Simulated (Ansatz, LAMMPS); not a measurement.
# Charge trapping in glassy 73GeO2-27Al2O3 (mol %) (117 atoms)

Aim: add and remove one electron in glassy 73GeO2-27Al2O3 (mol %) (117 atoms), with atoms held and relaxed, and read trapping energy and localisation.

Method: Kohn-Sham DFT, PBE, PAW (set soft_1), plane waves; PAW set soft_1, in Ansatz 0.2.0.

## 1. The starting structure

The cell holds 117 atoms: 24 Ge, 18 Al and 75 O. Its edges and angles: a = 11.752 Å, b = 11.752 Å, c = 11.752 Å, α = 90.0°, β = 90.0°, γ = 90.0°. 117 atoms (24 Ge, 18 Al, 75 O) placed at random at 3.46 g/cm³, melted at 4000 K for 10 ps at fixed volume with the Morse and Coulomb pair potential with partial charges (Pedone, Malavasi, Menziani, Cormack and Segre, J. Phys. Chem. B 110, 11780 (2006)). Quenched from 4000 K to 300 K at 10 K/ps and fixed volume, held 10 ps at zero pressure.

What the set-up can't give: The quench rate of 10 K/ps is many orders above laboratory rates, so the cell is likely richer in defects and strain than a real sample. The network of bonds at the start is that of the classical potential that made the cell, and needn't be the one that DFT or experiment would give. Only the Γ point is sampled, in a cell whose shortest periodic width is 12 Å.

## 2. Single point at the start

A single point comes first, to see the forces before anything moves.

Contents of input.yaml:

```yaml
crystal:
  lattice:
    - [11.75225, 0.0, 0.0]
    - [0.0, 11.75225, 0.0]
    - [0.0, 0.0, 11.75225]
  atoms:
    - { symbol: Ge, position: [0.36902, 0.35407, 0.51785] }
    - { symbol: Ge, position: [0.06504, 0.27237, 0.34527] }
    - { symbol: Ge, position: [0.30016, 0.91776, 0.75755] }
    - { symbol: Ge, position: [0.32589, 0.20748, 0.75913] }
    - { symbol: Ge, position: [0.54467, 0.6708, 0.7107] }
    - { symbol: Ge, position: [0.26086, 0.79986, 0.51054] }
    - { symbol: Ge, position: [0.65656, 0.92307, 0.71979] }
    - { symbol: Ge, position: [0.90302, 0.16325, 0.13207] }
    - { symbol: Ge, position: [0.62281, 0.49663, 0.50228] }
    - { symbol: Ge, position: [0.94775, 0.90395, 0.16216] }
    - { symbol: Ge, position: [0.64847, 0.1763, 0.2738] }
    - { symbol: Ge, position: [0.44441, 0.53794, 0.10721] }
    - { symbol: Ge, position: [0.26492, 0.57655, 0.65421] }
    - { symbol: Ge, position: [0.651, 0.71986, 0.3436] }
    - { symbol: Ge, position: [0.21685, 0.56277, 0.93746] }
    - { symbol: Ge, position: [0.95484, 0.1184, 0.63379] }
    - { symbol: Ge, position: [0.70782, 0.78093, 0.06745] }
    - { symbol: Ge, position: [0.94181, 0.52555, 0.70026] }
    - { symbol: Ge, position: [0.92018, 0.663, 0.4461] }
    - { symbol: Ge, position: [0.5974, 0.28895, 0.77799] }
    - { symbol: Ge, position: [0.87829, 0.95548, 0.85619] }
    - { symbol: Ge, position: [0.64424, 0.52057, 0.91579] }
    - { symbol: Ge, position: [0.69701, 0.14947, 0.55832] }
    - { symbol: Ge, position: [0.02388, 0.92907, 0.42965] }
    - { symbol: Al, position: [0.46712, 0.09576, 0.12007] }
    - { symbol: Al, position: [0.1027, 0.33672, 0.72248] }
    - { symbol: Al, position: [0.49896, 0.9618, 0.33326] }
    - { symbol: Al, position: [0.37691, 0.74524, 0.26202] }
    - { symbol: Al, position: [0.85449, 0.32344, 0.88394] }
    - { symbol: Al, position: [0.49853, 0.94425, 0.93797] }
    - { symbol: Al, position: [0.67734, 0.10355, 0.93546] }
    - { symbol: Al, position: [0.02963, 0.51532, 0.2234] }
    - { symbol: Al, position: [0.2466, 0.05385, 0.35008] }
    - { symbol: Al, position: [0.41238, 0.2983, 0.24858] }
    - { symbol: Al, position: [0.11831, 0.3119, 0.94662] }
    - { symbol: Al, position: [0.21986, 0.43556, 0.16427] }
    - { symbol: Al, position: [0.11154, 0.83248, 0.91751] }
    - { symbol: Al, position: [0.88408, 0.57585, 0.97944] }
    - { symbol: Al, position: [0.86471, 0.35666, 0.54125] }
    - { symbol: Al, position: [0.14111, 0.71003, 0.12888] }
    - { symbol: Al, position: [0.14201, 0.06591, 0.08007] }
    - { symbol: Al, position: [0.30318, 0.91693, 0.12365] }
    - { symbol: O, position: [0.80815, 0.03996, 0.94882] }
    - { symbol: O, position: [0.16962, 0.4352, 0.00898] }
    - { symbol: O, position: [0.39115, 0.99614, 0.03451] }
    - { symbol: O, position: [0.4584, 0.24187, 0.82265] }
    - { symbol: O, position: [0.84027, 0.19177, 0.5736] }
    - { symbol: O, position: [0.21486, 0.02206, 0.20893] }
    - { symbol: O, position: [0.26186, 0.78502, 0.15797] }
    - { symbol: O, position: [0.15725, 0.16624, 0.38287] }
    - { symbol: O, position: [0.14711, 0.6917, 0.97173] }
    - { symbol: O, position: [0.59781, 0.64279, 0.84176] }
    - { symbol: O, position: [0.56374, 0.29135, 0.25209] }
    - { symbol: O, position: [0.93522, 0.05327, 0.7635] }
    - { symbol: O, position: [0.30001, 0.06743, 0.76671] }
    - { symbol: O, position: [0.11704, 0.38652, 0.25308] }
    - { symbol: O, position: [0.5831, 0.85706, 0.37889] }
    - { symbol: O, position: [0.9901, 0.79107, 0.45324] }
    - { symbol: O, position: [0.56991, 0.50624, 0.04309] }
    - { symbol: O, position: [0.69229, 0.02316, 0.62348] }
    - { symbol: O, position: [0.98902, 0.03747, 0.10674] }
    - { symbol: O, position: [0.38284, 0.03212, 0.38811] }
    - { symbol: O, position: [0.41167, 0.87382, 0.84217] }
    - { symbol: O, position: [0.00565, 0.34013, 0.84978] }
    - { symbol: O, position: [0.96148, 0.53357, 0.09418] }
    - { symbol: O, position: [0.13344, 0.19361, 0.01411] }
    - { symbol: O, position: [0.5716, 0.1126, 0.02677] }
    - { symbol: O, position: [0.97922, 0.87516, 0.92098] }
    - { symbol: O, position: [0.71435, 0.23881, 0.85576] }
    - { symbol: O, position: [0.37088, 0.19143, 0.16194] }
    - { symbol: O, position: [0.17908, 0.85471, 0.79774] }
    - { symbol: O, position: [0.89068, 0.2534, 0.02301] }
    - { symbol: O, position: [0.96067, 0.95552, 0.30031] }
    - { symbol: O, position: [0.97338, 0.22322, 0.24401] }
    - { symbol: O, position: [0.05949, 0.22412, 0.65362] }
    - { symbol: O, position: [0.03276, 0.78665, 0.15584] }
    - { symbol: O, position: [0.35269, 0.31288, 0.37872] }
    - { symbol: O, position: [0.93042, 0.58719, 0.8316] }
    [... 33 atom lines left out ...]
    - { symbol: O, position: [0.74976, 0.42796, 0.498] }
    - { symbol: O, position: [0.42533, 0.62094, 0.22239] }
    - { symbol: O, position: [0.5796, 0.80682, 0.67989] }
    - { symbol: O, position: [0.34506, 0.57382, 0.00375] }
    - { symbol: O, position: [0.36432, 0.41925, 0.16639] }
    - { symbol: O, position: [0.07143, 0.46981, 0.67099] }
kpoints:
  mp_grid: { grid: [1, 1, 1] }
hamiltonian:
  xc: pbe
  pseudopotentials: { kind: paw, azcp: { folder: soft_1 } }
scf:
  occupations: { method: fixed }
output:
  forces: true
```

Command:

```
$ ansatz run input.yaml --threads 4 --pin off --max-ram 8192MiB --backend cpu --events-out ev --progress --plain --runs-dir out
```

Output:

```text
Engine: ansatz 0.2.0, aarch64-unknown-linux-gnu
Pseudopotentials: kind: paw
Pseudopotential: Ge, paw, valence charge 14, recommended cutoff 420 eV (normal), soft_1/Ge.paw.azcp
Pseudopotential: Al, paw, valence charge 3, recommended cutoff 420 eV (normal), soft_1/Al.paw.azcp
Pseudopotential: O, paw, valence charge 6, recommended cutoff 420 eV (normal), soft_1/O.paw.azcp
[... 5 lines on functional and potentials left out ...]
Crystal: 117 atoms, lattice volume = 1623.166 Å³
Basis set: ecut = 420 eV, 31559 PW (Γ), exchange–correlation on 160×160×160 points (8 copies of the dense FFT grid, shifted against one another)
Bands: 537, of which v1, the nominal top of the filled ones, is band 420 counted from 1 (419 counted from 0)
Symmetry: 1 space group operations
Space group: P1 (ITA 1), of the structure as read, at distance tolerance 1.2e-4 Å
k-points: 1
[... 7 lines on functional and potentials left out ...]
Initial density: superposition of atomic densities (chi_scale 0.1, normalization cell, long waves kept (reshape's long-wave potential 0.60 eV rms))
Initial wavefunctions: pseudopotential atomic-orbital guess
Functional: x = pbe(κ = 0.804, μ = 0.219515), c = pbe(β = 0.066725)
SCF iter   1: F=—  HF=-155399.891408 eV  |F-HF|=—  |Δ(HF+E_count)|=         —  Δρ=1.14e-1  dr2=1.73e2  ethr=3.10e-3  ⟨swp⟩=5.0  Hψ=1640  notcnv=0  defer=112
preconditioner: auto → Resta (q_TF=auto, 2.445 Å⁻¹)  ε∞=2.6  [insulator: Δε(μ)=3.712 eV  Ē_g=21.293 eV  n_scr=388 (ndim 8)  ℏωp=26.7 eV  f_vac=0.116  ε∞_Penn≈2.6]
SCF iter   2: F=—  HF=-155352.807361 eV  |F-HF|=—  |Δ(HF+E_count)|=    4.71e1  Δρ=4.61e-2  dr2=1.71e1  ethr=3.10e-3  ⟨swp⟩=3.0  Hψ=991  notcnv=0  defer=114
SCF iter   3: F=—  HF=-155348.969700 eV  |F-HF|=—  |Δ(HF+E_count)|=    3.84e0  Δρ=1.91e-2  dr2=4.44e0  ethr=2.04e-3  ⟨swp⟩=2.0  Hψ=567  notcnv=0  defer=112
SCF iter   4: F=—  HF=-155348.346517 eV  |F-HF|=—  |Δ(HF+E_count)|=   6.23e-1  Δρ=4.58e-3  dr2=2.79e-1  ethr=5.28e-4  ⟨swp⟩=4.0  Hψ=862  notcnv=0  defer=115
SCF iter   5: F=—  HF=-155348.307940 eV  |F-HF|=—  |Δ(HF+E_count)|=   3.86e-2  Δρ=1.87e-3  dr2=4.66e-2  ethr=3.32e-5  ⟨swp⟩=2.0  Hψ=982  notcnv=0  defer=115
SCF iter   6: F=—  HF=-155348.365167 eV  |F-HF|=—  |Δ(HF+E_count)|=   5.72e-2  Δρ=1.28e-3  dr2=2.09e-2  ethr=5.54e-6  ⟨swp⟩=3.0  Hψ=847  notcnv=0  defer=115
SCF iter   7: F=—  HF=-155348.360603 eV  |F-HF|=—  |Δ(HF+E_count)|=   4.56e-3  Δρ=2.00e-4  dr2=8.12e-4  ethr=2.48e-6  ⟨swp⟩=2.0  Hψ=847  notcnv=0  defer=115
SCF iter   8: F=—  HF=-155348.361869 eV  |F-HF|=—  |Δ(HF+E_count)|=   1.27e-3  Δρ=1.52e-4  dr2=3.11e-4  ethr=9.67e-8  ⟨swp⟩=2.0  Hψ=844  notcnv=0  defer=115
SCF iter   9: F=—  HF=-155348.361887 eV  |F-HF|=—  |Δ(HF+E_count)|=   1.78e-5  Δρ=5.56e-5  dr2=4.42e-5  ethr=3.70e-8  ⟨swp⟩=3.0  Hψ=849  notcnv=0  defer=112
SCF iter  10: F=—  HF=-155348.361927 eV  |F-HF|=—  |Δ(HF+E_count)|=   4.01e-5  Δρ=1.30e-5  dr2=3.05e-6  ethr=5.26e-9  ⟨swp⟩=2.0  Hψ=858  notcnv=0  defer=112
SCF iter  11: F=—  HF=-155348.361930 eV  |F-HF|=—  |Δ(HF+E_count)|=   3.15e-6  Δρ=1.07e-5  dr2=1.50e-6  ethr=3.63e-10  ⟨swp⟩=2.0  Hψ=842  notcnv=0  defer=112
SCF iter  12: F=-155348.361930 eV  HF=-155348.361930 eV  |F-HF|=5.58e-8  |Δ(HF+E_count)|=   1.91e-7  Δρ=2.09e-6  dr2=7.83e-8  ethr=1.19e-11  ⟨swp⟩=3.0  Hψ=2024  notcnv=0
SCF 1 converged in 12 iterations: F = -155348.361930 eV  dr2 = 7.83e-8
  greatest PAW one-centre occupation: 0.999 electrons in one spin orbital (limit 2), on the Ge atom at site 7 (counted from 0), in its partial waves of l = 2
SCF converged after 12 iterations
Free energy (F): -155348.361930 eV
Harris-Foulkes:  -155348.361930 eV  (|F-HF|=5.58e-8)
Internal energy: -155348.361930 eV  (E = F + TS)
E sigma→0 (E₀):  -155348.361930 eV
Fermi energy:    3.972918 eV
--- Per-component energies (eV) ---
  E_band       = -6819.239826
  E_kinetic    = 15468.602960
  E_local      = -108481.940112  (includes V_loc(G=0)·N_el)
  E_nonlocal   = 9587.534801
  E_hartree    = 48140.316251
  E_xc         = -7738.174220
  E_vxc        = -8909.117134  (∫ρ·V_xc dr)
  E_paw        = -69265.410984  (= ΣΔE_a)
  E_vpaw       = -10765.027650  (= ΣTr[D̂ρ^β])
  E_aug_tail   = 0.059800  (compensation charges beyond the density's cutoff)
  E_ewald      = -43059.350426
  E_smearing   = -0.000000  (= −TS)
  E_closure    = -0.000000  (closes the sum)
  Σ components = -155348.361930   (vs F -155348.361930, Δ=0.00e0)
--- Forces (eV/Å), atoms counted from 1 ---
  atom   1  Ge     2.17748975    -1.86454551    -0.65947760
  atom   2  Ge    -0.64111135    -0.28512255     1.10601454
  atom   3  Ge     1.44472825     0.36717967     0.32300298
  atom   4  Ge     2.26680825     0.48741617    -0.23950821
  atom   5  Ge    -1.85051429    -1.87590469    -1.18882532
  atom   6  Ge    -0.31334013     0.36828273    -0.48620196
  atom   7  Ge    -1.92119209    -0.27777105     1.34096519
  atom   8  Ge    -1.51668049     0.41551095     0.69298314
  atom   9  Ge    -0.69683078     0.73037926     0.84831353
  atom  10  Ge    -0.26613146    -1.69048638     0.54826740
  atom  11  Ge    -1.40909444     0.66714349     0.15685110
  atom  12  Ge    -0.30360978     0.23092518    -0.13546867
  atom  13  Ge     3.04230061    -1.13461053     1.53677496
  atom  14  Ge     0.35965163     2.84460798    -0.65072353
[...]
atom 116  O      0.52414031    -0.71030718     0.13533000
  atom 117  O      2.87750888     0.14387150    -1.10641081
  max |Σ_I F_I| component: 1.94e-4 eV/Å
```

The job ended after 34 s (4 threads of Arm Neoverse V1, shared host; peak memory 2.3 GiB; 2.2 min of CPU time).

Reading the cycles: dr2 is the Hartree energy of the density residual (eV), the measure of convergence; HF is the Harris–Foulkes estimate of the energy, which meets the free energy F at convergence.

The r.m.s. force at the start is 1.1 eV/Å.

## 3. Relaxation

With the cell held, the atoms are moved downhill towards a nearby minimum.

Contents of input.yaml:

```yaml
crystal:
  lattice:
    - [11.75225, 0.0, 0.0]
    - [0.0, 11.75225, 0.0]
    - [0.0, 0.0, 11.75225]
  atoms:
    [... the 117 atom lines of step 2 ...]
kpoints:
  mp_grid: { grid: [1, 1, 1] }
hamiltonian:
  xc: pbe
  pseudopotentials: { kind: paw, azcp: { folder: soft_1 } }
scf:
  occupations: { method: fixed }
output:
  forces: true
relax:
  f_tol: 0.05
  max_steps: 120
```

Output:

```text
[...]
Crystal: 117 atoms, lattice volume = 1623.166 Å³
Basis set: ecut = 420 eV, 31559 PW (Γ), exchange–correlation on 160×160×160 points (8 copies of the dense FFT grid, shifted against one another)
Bands: 537, of which v1, the nominal top of the filled ones, is band 420 counted from 1 (419 counted from 0)
Symmetry: 1 space group operations
[...]
k-points: 1
[...]
SCF iter   1: F=—  HF=-155399.891408 eV  |F-HF|=—  |Δ(HF+E_count)|=         —  Δρ=1.14e-1  dr2=1.73e2  ethr=3.10e-3  ⟨swp⟩=5.0  Hψ=1640  notcnv=0  defer=112
[...]
SCF iter   8: F=—  HF=-155348.361898 eV  |F-HF|=—  |Δ(HF+E_count)|=   1.27e-3  Δρ=1.52e-4  dr2=3.11e-4  ethr=9.68e-8  ⟨swp⟩=2.0  Hψ=844  notcnv=0  defer=115
SCF iter   9: F=-155348.361907 eV  HF=-155348.361918 eV  |F-HF|=1.17e-5  |Δ(HF+E_count)|=   1.99e-5  Δρ=5.51e-5  dr2=4.39e-5  ethr=7.44e-9  ⟨swp⟩=3.0  Hψ=2019  notcnv=0
SCF 1 converged in 9 iterations: F = -155348.361907 eV  dr2 = 4.39e-5
[...]
relax step   1: F+E_penalty+E_count = -155348.36190653 eV  Δ(F+E_penalty+E_count) = +0.000e0 eV  max|allowed force component| = 3.272e0 eV/Å  Δτ_max = 0.0000 Å  (9 SCF iters, dr2 threshold 6.25e-5 eV, accepted)
[...]
relax step   2: F+E_penalty+E_count = -155354.25186723 eV  Δ(F+E_penalty+E_count) = -5.890e0 eV  max|allowed force component| = 2.125e0 eV/Å  Δτ_max = 0.1658 Å  (7 SCF iters, dr2 threshold 1.00e-4 eV, accepted)
[...]
relax step   3: F+E_penalty+E_count = -155358.32642801 eV  Δ(F+E_penalty+E_count) = -4.075e0 eV  max|allowed force component| = 7.105e-1 eV/Å  Δτ_max = 0.1949 Å  (7 SCF iters, dr2 threshold 1.00e-4 eV, accepted)
relax step   4: F+E_penalty+E_count = -155359.50433172 eV  Δ(F+E_penalty+E_count) = -1.178e0 eV  max|allowed force component| = 4.600e-1 eV/Å  Δτ_max = 0.2000 Å  (8 SCF iters, dr2 threshold 5.64e-5 eV, accepted)
relax step   5: F+E_penalty+E_count = -155359.95592650 eV  Δ(F+E_penalty+E_count) = -4.516e-1 eV  max|allowed force component| = 2.539e-1 eV/Å  Δτ_max = 0.2000 Å  (7 SCF iters, dr2 threshold 2.37e-5 eV, accepted)
relax step   6: F+E_penalty+E_count = -155360.21248435 eV  Δ(F+E_penalty+E_count) = -2.566e-1 eV  max|allowed force component| = 3.198e-1 eV/Å  Δτ_max = 0.2000 Å  (8 SCF iters, dr2 threshold 1.96e-5 eV, accepted)
relax step   7: F+E_penalty+E_count = -155360.34159090 eV  Δ(F+E_penalty+E_count) = -1.291e-1 eV  max|allowed force component| = 1.221e-1 eV/Å  Δτ_max = 0.2000 Å  (7 SCF iters, dr2 threshold 3.12e-5 eV, accepted)
relax step   8: F+E_penalty+E_count = -155360.37973950 eV  Δ(F+E_penalty+E_count) = -3.815e-2 eV  max|allowed force component| = 1.128e-1 eV/Å  Δτ_max = 0.2000 Å  (9 SCF iters, accepted)
relax step   9: F+E_penalty+E_count = -155360.37204709 eV  Δ(F+E_penalty+E_count) = +7.692e-3 eV  max|allowed force component| = 1.438e-1 eV/Å  Δτ_max = 0.1863 Å  (10 SCF iters, rejected (line search))
relax step  10: F+E_penalty+E_count = -155360.39138525 eV  Δ(F+E_penalty+E_count) = -1.165e-2 eV  max|allowed force component| = 7.856e-2 eV/Å  Δτ_max = 0.0710 Å  (9 SCF iters, accepted)
relax step  11: F+E_penalty+E_count = -155360.39084949 eV  Δ(F+E_penalty+E_count) = +5.358e-4 eV  max|allowed force component| = 6.654e-2 eV/Å  Δτ_max = 0.0810 Å  (7 SCF iters, dr2 threshold 3.00e-6 eV, rejected (line search))
[...]
relax step  12: F+E_penalty+E_count = -155360.39493667 eV  Δ(F+E_penalty+E_count) = -3.551e-3 eV  max|allowed force component| = 3.115e-2 eV/Å  Δτ_max = 0.0405 Å  (8 SCF iters, accepted)
SCF converged after 8 iterations
Free energy (F): -155360.394937 eV
[...]
Internal energy: -155360.394937 eV  (E = F + TS)
E sigma→0 (E₀):  -155360.394937 eV
Fermi energy:    3.772022 eV
[...]
Σ components = -155360.394937   (vs F -155360.394937, Δ=0.00e0)
--- Forces (eV/Å), atoms counted from 1 ---
  atom   1  Ge     0.01392875     0.00036629    -0.01146043
  atom   2  Ge    -0.01417191    -0.00366823    -0.00821924
  atom   3  Ge    -0.00451836    -0.00889112    -0.00284900
  atom   4  Ge     0.01865993     0.00015684     0.00427836
[...]
atom 117  O     -0.00164506    -0.01676795    -0.00525200
  max |Σ_I F_I| component: 9.85e-5 eV/Å
--- Relaxed structure (12 steps of the walk, 10 accepted, 0 SCFs on fresh bases) ---
  F+E_penalty+E_count = -155360.39493667 eV   max|allowed force component| = 3.115e-2 eV/Å
  atoms:
    - { symbol: Ge, position: [0.372439, 0.370263, 0.512800] }
    - { symbol: Ge, position: [0.043400, 0.272651, 0.345795] }
    - { symbol: Ge, position: [0.320363, 0.922232, 0.749282] }
    - { symbol: Ge, position: [0.326858, 0.202585, 0.737695] }
[...]
- { symbol: O, position: [0.068169, 0.464587, 0.654892] }
```

The job ended after 4.9 min (4 threads; peak memory 2.3 GiB; 19 min of CPU time).

The relaxation converged after 12 steps, 12.0 eV below its start, with a largest force component of 0.031 eV/Å.

(Continued in part 2 of 4.)

[Long decimals in the printed logs are rounded to 6 places.]

[Logs are printed without paths, hosts, clocks, repeated set-up lines and the standing remarks that a program may print on its own settings, such as how far it seeks lower states.]

[Hosts, paths, dates, database ids (printed as entryN), source tags and the programs' standing remarks are cut or masked in the printed files.]
